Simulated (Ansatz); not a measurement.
# What Mg2C (model cell, started as cuprite) distorts into, part 2 of 2

Which phase does Mg2C (model cell, started as cuprite) fall into along its unstable mode, and how much energy does it gain?

Ansatz 0.2.0; DFT PBE, scalar-relativistic, plane waves, PAW.

So far, highest frequency on the path or at a solved wavevector (cm⁻¹): step 2 (response at finite wavevector) 626. Also lowest frequency on the path (cm⁻¹): step 2 -54.6.

The structure was built from a prototype and need not be the compound's stable phase.

## Step 6: Relaxing from the distorted cell

Starting from the lowest point found, all atoms and the cell are let go, so that strain and other modes of the same symmetry can join in.

Contents of input.yaml:

```yaml
crystal:
  lattice:
    - [4.8390002607, 0.0, 0.0]
    - [0.0, 4.8390002607, 0.0]
    - [0.0, 0.0, 4.8390002607]
  atoms:
    - { symbol: C, position: [0.0167036647, 0.0167036647, -0.0167036647] }
    - { symbol: C, position: [0.5167036647, 0.5167036647, 0.4832963353] }
    - { symbol: Mg, position: [0.2458727069, 0.2458727069, 0.2732578157] }
    - { symbol: Mg, position: [0.7650032296, 0.7650032296, 0.2349967704] }
    - { symbol: Mg, position: [0.7267421843, 0.2458727069, 0.7541272931] }
    - { symbol: Mg, position: [0.2458727069, 0.7267421843, 0.7541272931] }
kpoints:
  mp_grid: { grid: [6, 6, 6] }
hamiltonian:
  xc: pbe
scf:
  occupations: { method: methfessel_paxton, width: 0.15 }
output:
  forces: true
  stress: true
  eigenvalues: true
relax:
  adjacent_minimum: "off"
  f_tol: 0.002
  max_steps: 120
  cell: { stress_tol: 0.03 }
```

Started as:

```console
> ansatz run input.yaml --threads 8 --pin off --max-ram 14336MiB --backend cpu --events-out ev --progress --plain --runs-dir out
```

Numbers of over 12 decimals in the logs are rounded to 6 here.

Log:

```text
[...]
Crystal: 6 atoms, lattice volume = 113.310 Å³
Basis set: ecut = 420 eV, 2205 PW (Γ), exchange–correlation on 72×72×72 points (8 copies of the dense FFT grid, shifted against one another)
Bands: 30, of which v1, the nominal top of the filled ones, is band 24 counted from 1 (23 counted from 0)
Symmetry: 6 space group operations
[...]
k-points: 32 of 216 (time reversal used)
[...]
SCF iter   1: F=—  HF=-8193.230400 eV  |F-HF|=—  |Δ(HF+E_count)|=         —  Δρ=3.15e-3  dr2=2.12e-2  ethr=1.77e-3  ⟨swp⟩=5.7  Hψ=4236  notcnv=0
[...]
SCF iter   6: F=-8193.226872 eV  HF=-8193.226872 eV  |F-HF|=1.34e-8  |Δ(HF+E_count)|=   1.99e-7  S|Δr|=    0.00e0  Δρ=4.43e-6  dr2=1.70e-8  ethr=2.08e-10  ⟨swp⟩=8.0  Hψ=3705  notcnv=0
SCF 1 converged in 6 iterations: F = -8193.226872 eV  dr2 = 1.70e-8
[...]
relax step   1: F+E_penalty+E_count = -8193.22687209 eV  Δ(F+E_penalty+E_count) = +0.000e0 eV  max|allowed force component| = 9.108e-2 eV/Å  Δτ_max = 0.0000 Å  P = -0.641 GPa  Ω = 113.310 Å³  (6 SCF iters, dr2 threshold 1.00e-7 eV, accepted)
Crystal: 6 atoms, lattice volume = 112.334 Å³
Basis set: ecut = 420 eV, 2157 PW (Γ), exchange–correlation on 72×72×72 points (8 copies of the dense FFT grid, shifted against one another)
[...]
SCF iter   5: F=-8193.234187 eV  HF=-8193.234187 eV  |F-HF|=1.07e-8  |Δ(HF+E_count)|=   1.39e-7  S|Δr|=    0.00e0  Δρ=1.31e-5  dr2=2.49e-7  ethr=1.25e-9  ⟨swp⟩=6.8  Hψ=3870  notcnv=0
SCF 2 converged in 5 iterations: F = -8193.234187 eV  dr2 = 2.49e-7
relax step   2: F+E_penalty+E_count = -8193.23418683 eV  Δ(F+E_penalty+E_count) = -7.315e-3 eV  max|allowed force component| = 7.475e-2 eV/Å  Δτ_max = 0.0225 Å  P = -0.205 GPa  Ω = 112.334 Å³  energy of the carried Pulay correction = +5.421e-4 eV  (5 SCF iters, dr2 threshold 6.00e-7 eV, accepted)
Crystal: 6 atoms, lattice volume = 110.929 Å³
Basis set: ecut = 420 eV, 2145 PW (Γ), exchange–correlation on 72×72×72 points (8 copies of the dense FFT grid, shifted against one another)
[...]
SCF iter   6: F=-8193.242837 eV  HF=-8193.242837 eV  |F-HF|=3.68e-8  |Δ(HF+E_count)|=   4.42e-8  S|Δr|=    0.00e0  Δρ=8.27e-6  dr2=1.03e-7  ethr=7.27e-10  ⟨swp⟩=5.4  Hψ=3747  notcnv=0
SCF 3 converged in 6 iterations: F = -8193.242837 eV  dr2 = 1.03e-7
relax step   3: F+E_penalty+E_count = -8193.24283669 eV  Δ(F+E_penalty+E_count) = -8.650e-3 eV  max|allowed force component| = 7.350e-2 eV/Å  Δτ_max = 0.0487 Å  P = +0.239 GPa  Ω = 110.929 Å³  energy of the carried Pulay correction = +1.331e-3 eV  (6 SCF iters, dr2 threshold 3.49e-7 eV, accepted)
[... from here on, the SCF cycles and remarks between the steps are left out ...]
relax step   4: F+E_penalty+E_count = -8193.28854235 eV  Δ(F+E_penalty+E_count) = -4.571e-2 eV  max|allowed force component| = 3.659e-1 eV/Å  Δτ_max = 0.1976 Å  P = +0.821 GPa  Ω = 106.388 Å³  energy of the carried Pulay correction = +3.951e-3 eV  (6 SCF iters, dr2 threshold 3.38e-7 eV, accepted)
relax step   5: F+E_penalty+E_count = -8193.36546002 eV  Δ(F+E_penalty+E_count) = -7.692e-2 eV  max|allowed force component| = 5.086e-1 eV/Å  Δτ_max = 0.1943 Å  P = +0.632 GPa  Ω = 102.318 Å³  energy of the carried Pulay correction = +6.393e-3 eV  (6 SCF iters, dr2 threshold 6.00e-7 eV, accepted)
relax step   6: F+E_penalty+E_count = -8193.45497834 eV  Δ(F+E_penalty+E_count) = -8.952e-2 eV  max|allowed force component| = 1.123e-1 eV/Å  Δτ_max = 0.1950 Å  P = -0.310 GPa  Ω = 98.573 Å³  energy of the carried Pulay correction = +8.723e-3 eV  (6 SCF iters, dr2 threshold 6.00e-7 eV, accepted)
relax step   7: F+E_penalty+E_count = -8193.29951262 eV  Δ(F+E_penalty+E_count) = +1.555e-1 eV  max|allowed force component| = 8.412e-1 eV/Å  Δτ_max = 0.1790 Å  P = -0.960 GPa  Ω = 102.535 Å³  energy of the carried Pulay correction = +6.260e-3 eV  (6 SCF iters, dr2 threshold 6.00e-7 eV, rejected (line search))
relax step   8: F+E_penalty+E_count = -8193.46521709 eV  Δ(F+E_penalty+E_count) = -1.024e-2 eV  max|allowed force component| = 1.714e-2 eV/Å  Δτ_max = 0.0156 Å  P = -0.037 GPa  Ω = 97.967 Å³  energy of the carried Pulay correction = +9.107e-3 eV  (12 SCF iters, accepted)
relax step   9: F+E_penalty+E_count = -8193.46552131 eV  Δ(F+E_penalty+E_count) = -3.042e-4 eV  max|allowed force component| = 7.640e-3 eV/Å  Δτ_max = 0.0038 Å  P = -0.024 GPa  Ω = 97.829 Å³  energy of the carried Pulay correction = +9.195e-3 eV  (6 SCF iters, dr2 threshold 4.57e-8 eV, accepted)
relax step  10: F+E_penalty+E_count = -8193.46557664 eV  Δ(F+E_penalty+E_count) = -5.533e-5 eV  max|allowed force component| = 3.452e-3 eV/Å  Δτ_max = 0.0015 Å  P = +0.018 GPa  Ω = 97.756 Å³  energy of the carried Pulay correction = +9.242e-3 eV  (6 SCF iters, dr2 threshold 1.79e-8 eV, accepted)
relax step  11: F+E_penalty+E_count = -8193.46555251 eV  Δ(F+E_penalty+E_count) = +2.413e-5 eV  max|allowed force component| = 3.374e-4 eV/Å  Δτ_max = 0.0012 Å  P = +0.000 GPa  Ω = 97.806 Å³  energy of the carried Pulay correction = +9.210e-3 eV  (6 SCF iters, dr2 threshold 2.30e-9 eV, accepted)
relax step  12: F+E_penalty+E_count = -8193.46092015 eV  Δ(F+E_penalty+E_count) = +4.632e-3 eV  max|allowed force component| = 1.274e-4 eV/Å  Δτ_max = 0.0000 Å  P = -0.078 GPa  Ω = 97.806 Å³  stress off target by 9.16e-2 GPa  SCF on the basis re-selected at this cell (its energy is not comparable with the rows above)  (7 SCF iters)
relax step  13: F+E_penalty+E_count = -8193.46105713 eV  Δ(F+E_penalty+E_count) = -1.370e-4 eV  max|allowed force component| = 5.334e-4 eV/Å  Δτ_max = 0.0022 Å  P = -0.003 GPa  Ω = 97.647 Å³  energy of the carried Pulay correction = +9.821e-5 eV  (5 SCF iters, dr2 threshold 2.10e-8 eV, accepted)
[...]
SCF iter   6: F=-8193.460952 eV  HF=-8193.460952 eV  |F-HF|=1.82e-12  |Δ(HF+E_count)|=  9.09e-12  S|Δr|=    0.00e0  Δρ=2.43e-8  dr2=5.51e-13  ethr=1.00e-12  ⟨swp⟩=5.1  Hψ=3691  notcnv=0
SCF 14 converged in 6 iterations: F = -8193.460952 eV  dr2 = 5.51e-13
relax step  14: F+E_penalty+E_count = -8193.46095211 eV  Δ(F+E_penalty+E_count) = +1.050e-4 eV  max|allowed force component| = 5.151e-4 eV/Å  Δτ_max = 0.0000 Å  P = -0.004 GPa  Ω = 97.647 Å³  stress off target by 3.85e-3 GPa  SCF on the basis re-selected at this cell (its energy is not comparable with the rows above)  (6 SCF iters)
[...]
SCF converged after 6 iterations
[...]
Free energy (F): -8193.460952 eV
[...]
Internal energy: -8193.467806 eV  (E = F + TS)
E sigma→0 (E₀):  -8193.462666 eV
Entropy (-TS):   0.006854 eV (1.142 meV/atom)
Fermi energy:    5.776434 eV
[...]
--- Forces (eV/Å), atoms counted from 1 ---
  atom   1  C     -0.00051508    -0.00051508     0.00051508
  atom   2  C     -0.00045968    -0.00045968     0.00045968
  atom   3  Mg     0.00033444     0.00033444     0.00019411
  atom   4  Mg     0.00050014     0.00050014    -0.00050014
  atom   5  Mg    -0.00019411     0.00033444    -0.00033444
  atom   6  Mg     0.00033444    -0.00019411    -0.00033444
  max |Σ_I F_I| component: 1.60e-7 eV/Å
--- Stress (GPa, compression-positive) ---
       -0.003739       0.000114      -0.000114
        0.000114      -0.003739      -0.000114
       -0.000114      -0.000114      -0.003739
  P = ⅓ Tr σ = -0.0037 GPa (-0.037 kbar)
--- Band table (eV; the first three rows and the last of 32) ---
  k-point 0: bands = [... 20 lower, 3.9505, 5.3606, 5.6146, 5.6146, 5.8233, 6.8529, 6.8529, 12.0620, ... 2 higher]
  k-point 1: bands = [... 20 lower, 4.0589, 4.5130, 5.5926, 5.6346, 6.7077, 6.9535, 7.5151, 10.8233, ... 2 higher]
  k-point 2: bands = [... 20 lower, 4.0022, 4.3431, 5.2636, 5.4340, 7.3475, 7.8286, 8.5979, 9.4071, ... 2 higher]
  k-point 31: bands = [... 20 lower, 2.9645, 3.5493, 3.5493, 3.6010, 9.3749, 9.5225, 9.5225, 10.9047, ... 2 higher]
--- Relaxed structure (12 steps of the walk, 11 accepted, 2 SCFs on fresh bases) ---
  F+E_penalty+E_count = -8193.46095211 eV   max|allowed force component| = 5.151e-4 eV/Å   (the final SCF, on the basis selected at the relaxed cell)
  cell:  # Å, volume = 97.6475 Å³
    - [4.606175, -0.076156, 0.076156]
    - [-0.076156, 4.606175, 0.076156]
    - [0.076156, 0.076156, 4.606175]
  atoms:
    - { symbol: C, position: [0.093389, 0.093389, -0.093389] }
    - { symbol: C, position: [0.533622, 0.533622, 0.466378] }
    - { symbol: Mg, position: [0.219192, 0.219192, 0.344392] }
    - { symbol: Mg, position: [0.795895, 0.795895, 0.204105] }
    - { symbol: Mg, position: [0.655608, 0.219192, 0.780808] }
    - { symbol: Mg, position: [0.219192, 0.655608, 0.780808] }
```

Wall time 22 s (8 threads of Arm Neoverse V1, shared host); peak memory 0.51 GiB.

Step by step:

```csv
step,energy less that of the first step (eV),largest force component (eV/Å),pressure (GPa),volume (Å³)
1,0.0000,0.0911,-0.64,113.31
2,-0.0073,0.0747,-0.21,112.33
3,-0.0160,0.0735,0.24,110.93
4,-0.0617,0.3659,0.82,106.39
5,-0.1386,0.5086,0.63,102.32
6,-0.2281,0.1123,-0.31,98.57
7,-0.0726,0.8412,-0.96,102.54
8,-0.2383,0.0171,-0.04,97.97
9,-0.2386,0.0076,-0.02,97.83
10,-0.2387,0.0035,0.02,97.76
11,-0.2387,0.0003,0.00,97.81
12*,-0.2340,0.0001,-0.08,97.81
13,-0.2342,0.0005,0.00,97.65
14*,-0.2341,0.0005,0.00,97.65
```

Relaxation steps marked * repeat the geometry before them on a plane-wave basis chosen anew for their cell, so energy and pressure can jump there. Relaxation step 7 was tried and not accepted.

Forces are held to the 6 operations that the run works with; a distortion that breaks them can't arise in this run.

```csv
"conventional cell, symmetrised",before,after,change
a (Å),6.843,6.622,-3.2 %
b (Å),6.843,6.622,-3.2 %
c (Å),8.381,7.714,-8.0 %
volume (Å³/atom),18.88,16.27,-13.8 %
```

The atoms that moved most (Å, as changes of fractional coordinates times the final cell):

```csv
atom,dx,dy,dz,length
C1,0.342,0.342,-0.342,0.592
Mg3,-0.115,-0.115,0.324,0.362
Mg5,-0.324,-0.115,0.115,0.362
Mg6,-0.115,-0.324,0.115,0.362
Mg4,0.138,0.138,-0.138,0.238
C2,0.075,0.075,-0.075,0.131
```

The relaxed structure:

```xyz
6
Lattice="4.6062 -0.0762 0.0762 -0.0762 4.6062 0.0762 0.0762 0.0762 4.6062" Properties=species:S:1:pos:R:3 pbc="T T T"
C     0.4159    0.4159   -0.4159
C     2.4528    2.4528    2.2295
Mg    1.0192    1.0192    1.6197
Mg    3.6210    3.6210    1.0614
Mg    3.0626    1.0192    3.6632
Mg    1.0192    3.0626    3.6632
```

This step gave:

| Item | Value |
| --- | --- |
| pressure | -0.003739 GPa |
| volume per atom | 16.27 Å³ |
| gap on the k-mesh | 0.05778 eV |

The distorted start has space group R3m; the relaxation ends in R3m.

## Step 7: Modes of the new phase

A relaxed structure may still be a saddle point, so its zone-centre modes are computed. No field response is asked, and the gap on the mesh is small against the smearing.

Contents of input.yaml:

```yaml
crystal:
  lattice:
    - [4.6061751583, -0.0761557024, 0.0761557024]
    - [-0.0761557024, 4.6061751583, 0.0761557024]
    - [0.0761557024, 0.0761557024, 4.6061751583]
  atoms:
    - { symbol: C, position: [0.0933890622, 0.0933890622, -0.0933890622] }
    - { symbol: C, position: [0.5336217701, 0.5336217701, 0.4663782299] }
    - { symbol: Mg, position: [0.2191920077, 0.2191920077, 0.3443915603] }
    - { symbol: Mg, position: [0.7958948698, 0.7958948698, 0.2041051302] }
    - { symbol: Mg, position: [0.6556084397, 0.2191920077, 0.7808079923] }
    - { symbol: Mg, position: [0.2191920077, 0.6556084397, 0.7808079923] }
kpoints:
  mp_grid: { grid: [6, 6, 6] }
hamiltonian:
  xc: pbe
scf:
  occupations: { method: methfessel_paxton, width: 0.15 }
output:
  eigenvalues: true
phonons:
  method: dfpt
```

Log:

```text
[...]
Crystal: 6 atoms, lattice volume = 97.647 Å³
Basis set: ecut = 420 eV, 1905 PW (Γ), exchange–correlation on 64×64×64 points (8 copies of the dense FFT grid, shifted against one another)
Bands: 30, of which v1, the nominal top of the filled ones, is band 24 counted from 1 (23 counted from 0)
Symmetry: 6 space group operations
k-points: 112 of 216 (irreducible under 1 space group operation, time reversal used)
[...]
SCF iter   1: F=—  HF=-8193.462491 eV  |F-HF|=—  |Δ(HF+E_count)|=         —  Δρ=3.01e-3  dr2=1.31e-2  ethr=1.77e-3  ⟨swp⟩=5.7  Hψ=14555  notcnv=0
[...]
SCF iter  11: F=-8193.460952 eV  HF=-8193.460952 eV  |F-HF|=1.82e-12  |Δ(HF+E_count)|=  3.64e-12  S|Δr|=    0.00e0  Δρ=2.85e-8  dr2=1.25e-12  ethr=1.00e-12  ⟨swp⟩=8.8  Hψ=15356  notcnv=0
SCF 1 converged in 11 iterations: F = -8193.460952 eV  dr2 = 1.25e-12
[...]
DFPT response loops at Γ: preconditioner auto → Kerker (q_TF=auto, 2.424 Å⁻¹) (partly filled bands, converged f_vac=0.000); β = 1.00, the filter's whole step (`scf.mixing.beta` (0.50) is not read by the response loops under this deck's `scf.mixing.preconditioner`; to damp them name `kerker` or `kerker_dos`, under which they read `scf.mixing.beta`, and type it under 1.00, their step now; both keys bind the ground state too); Broyden in place of MSR1
SCF converged after 11 iterations
[...]
Free energy (F): -8193.460952 eV
[...]
Internal energy: -8193.467806 eV  (E = F + TS)
E sigma→0 (E₀):  -8193.462666 eV
Entropy (-TS):   0.006854 eV (1.142 meV/atom)
Fermi energy:    5.776434 eV
[...]
--- Band table (eV; the first three rows and the last of 112) ---
  k-point 0: bands = [... 20 lower, 3.9505, 5.3606, 5.6146, 5.6146, 5.8233, 6.8529, 6.8529, 12.0620, ... 2 higher]
  k-point 1: bands = [... 20 lower, 4.0589, 4.5130, 5.5926, 5.6346, 6.7077, 6.9535, 7.5151, 10.8233, ... 2 higher]
  k-point 2: bands = [... 20 lower, 4.0022, 4.3431, 5.2636, 5.4340, 7.3475, 7.8286, 8.5979, 9.4071, ... 2 higher]
  k-point 111: bands = [... 20 lower, 2.9645, 3.5493, 3.5493, 3.6010, 9.3749, 9.5225, 9.5225, 10.9047, ... 2 higher]
--- Phonons (Γ-DFPT): 5 representative perturbations + reference, on 112 of 216 k-points (Σ response iterations 15) ---
  k mesh reduced under 1 symmetry operation, with k and −k counted as one. Each operation leaves every solved perturbation unchanged. A smaller set is not used because it would not reduce the number of displacements times k-points to solve
  ASR residual: 6.088e-5 → 0.000e0 eV/Å²; symmetrization residual: 7.802e-7 eV/Å²
  ASR residual per site (eV/Å²): 3.46e-5 1.74e-5 6.09e-5 1.21e-5 6.09e-5 6.09e-5
[...]
non-analytic LO–TO correction: not included (Born effective charges unavailable; polar crystals: no LO–TO splitting at Γ)
```

It took 27 s on 8 threads; peak memory 1.2 GiB.

Numbers from this step:

```
sum-rule residual before enforcement                    : 6.09e-5 eV/Å²
point group                                             : 3m
highest optical mode at the zone centre (no LO-TO term) : 719.4 cm⁻¹
lowest optical zone-centre mode                         : 93.81 cm⁻¹
```

Patterns of degenerate modes are one choice out of their space. Modes at Γ, with each element's share of the kinetic energy:

```csv
mode,frequency (cm⁻¹),symmetry,C %,Mg %
1,0.0,acoustic,20,80
2,0.0,acoustic,20,80
3,0.0,acoustic,20,80
4,93.8,E,30,70
5,93.8,E,30,70
6,127.8,A2,0,100
7,154.3,E,12,88
8,154.3,E,12,88
9,223.3,A1,24,76
10,268.8,E,3,97
11,268.8,E,3,97
12,332.4,A1,74,26
13,423.6,E,91,9
14,423.6,E,91,9
15,448.2,A1,3,97
16,485.1,E,45,55
17,485.1,E,45,55
18,719.4,A1,79,21
```

Displacements in mode 4 (93.8 cm⁻¹), the largest set to 1:
```
C1  -0.06  0.19  0.13
C2  -0.32  1.00  0.68
Mg3  0.77 -0.05 -0.18
Mg4 -0.02  0.07  0.05
Mg5  0.09 -0.35 -0.69
Mg6 -0.64 -0.27  0.43
```

Displacements in mode 18 (719.4 cm⁻¹), the largest set to 1:
```
C1  -0.04 -0.04  0.04
C2   1.00  1.00 -1.00
Mg3 -0.10 -0.10 -0.06
Mg4 -0.32 -0.32  0.32
Mg5  0.06 -0.10  0.10
Mg6 -0.10  0.06  0.10
```

Before it was imposed, the acoustic sum rule was missed by 6.1e-5 eV/Å². Small misses are needed for a sound result but don't prove that mesh and cutoff are converged. The lowest optical mode is real, 93.8 cm⁻¹.

## Step 8: Outcome

| Property | Result |
| --- | --- |
| unstable mode of the parent | q = (0, 0, 0), 55i cm⁻¹ |
| depth at the lowest point sampled | 0.915 meV/atom |
| largest atomic shift at that point | 0.14 Å |
| space group reached (within 0.01 Å) | R3m |
| energy gained over the parent (first relaxation, on the mesh of the frozen mode) | 40.1 meV/atom |
| volume per atom, phase reached | 16.3 Å³ |
| gap on the k-mesh, phase reached | 0.0578 eV |
| lowest optical zone-centre mode, phase reached | 93.8 cm⁻¹ |
| highest optical mode at the zone centre (no LO-TO term), phase reached | 719 cm⁻¹ |

**Reading.** Along this mode the structure falls into R3m, 40.1 meV/atom below the parent. At the parent's cell the well is 0.915 meV/atom deep on the steps tried, with its lowest point at a shift of 0.14 Å. Relaxing atoms and cell changes the gain by +39.16 meV/atom against the lowest step (energies at zero smearing). Most of the total comes from this relaxation. The new phase has no imaginary mode at the zone centre of its cell; other wavevectors were not checked. How so shallow a well moves with the k mesh was not tested. Of the 5 patterns followed to their end from this parent, this one ends 355 meV/atom above the lowest, P4_2/mnm. Each path keeps the symmetry of its pattern, so a lower phase may lie along a pattern not tried. With no gap, or one that is small against the smearing, the frequencies hang on the k mesh and the smearing, most of all near Kohn anomalies. The volume moved by more than a tenth on the k mesh of the start, so the energy gain is rough. The starting cell was built on a prototype and not taken from a measurement, so the phase need not exist.

[Logs are printed without paths, hosts, clocks, repeated set-up lines and the standing remarks that a program may print on its own settings, such as how far it seeks lower states.]

[Hosts, paths, dates, database ids (printed as entryN), source tags and the programs' standing remarks are cut or masked in the printed files.]
